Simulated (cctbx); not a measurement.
## MgCr2I12: precision against data quality

Space group P-1 (no. 2), a = 7.5670 Å, b = 7.9650 Å, c = 12.7890 Å, α = 74.01°, β = 89.17°, γ = 61.79°.

| atom | mult. | x | y | z | Ueq (Å²) |
| --- | --- | --- | --- | --- | --- |
| I1 | 2 | 0.9490 | 0.2440 | 0.0749 | 0.0080 |
| I2 | 2 | 0.4636 | 0.2336 | 0.5755 | 0.0138 |
| I3 | 2 | 0.5738 | 0.7678 | 0.8054 | 0.0085 |
| I4 | 2 | 0.0770 | 0.7655 | 0.2994 | 0.0128 |
| I5 | 2 | 0.4890 | 0.7599 | 0.1352 | 0.0084 |
| I6 | 2 | 0.9988 | 0.7751 | 0.6384 | 0.0124 |
| Cr1 | 2 | 0.2552 | 0.9877 | 0.2621 | 0.0153 |
| Mg1 | 1 | 1/2 | 1/2 | 0 | 0.0165 |

The model was made for the exercise: a known structure type with other elements put in, its volume estimated, not relaxed; displacement parameters are assumed.

Five simulated data sets (cctbx; Ag Kα, λ = 0.56087 Å; 1.5 % proportional error) differ in resolution or exposure (noise floor 2 counts in the first three, 8 in the last two). Each is refined with the right model, isotropic at 1.1 Å and anisotropic otherwise. How do the figures of merit and the uncertainties move?

```csv
d min (Å),top counts,"⟨I/σ⟩ (unmerged, absences included)",unique,param. (scale apart),Rint,R1,GooF,largest s.u. xyz (fractional),s.u. U of Mg1 (Å²),largest error (Å)
1.1,5000,9.7,977,29,0.025,0.0304,1.16,0.00049,0.0022,0.0064
0.84,5000,8.2,2182,69,0.031,0.0293,0.95,0.00028,0.0026,0.0037
0.6,5000,6.1,5998,69,0.039,0.0391,0.96,0.00019,0.0015,0.0026
0.75,300,0.9,3077,69,0.375,0.1401,0.95,0.00660,0.0400,0.0498
0.75,3000,4.6,3077,69,0.072,0.0493,0.95,0.00072,0.0046,0.0093
```

The number of reflections grows roughly as 1/d³: 977, 2182 and 5998 here. R1 follows the noise rather than the truth: at 300 counts it is 0.1401, at 3000 counts 0.0493, while GooF is 0.95 and 0.95: the weights 1/σ² carry the noise. The s.u. of U (U11 where anisotropic) for Mg1 goes 0.0022, 0.0026, 0.0015 Å² with resolution and 0.0400, 0.0046 Å² with exposure.

The 1.1 Å row also differs in its displacement model, so it isn't a clean test of resolution.

Hardware for the 0.6 Å refinement: 0.39 s on 1 thread of Intel(R) Xeon(R) CPU @ 2.60GHz (Ice Lake), with other jobs on the host, peak memory 0.09 GiB.

[Logs are printed without paths, hosts, clocks, repeated set-up lines and the standing remarks that a program may print on its own settings, such as how far it seeks lower states.]
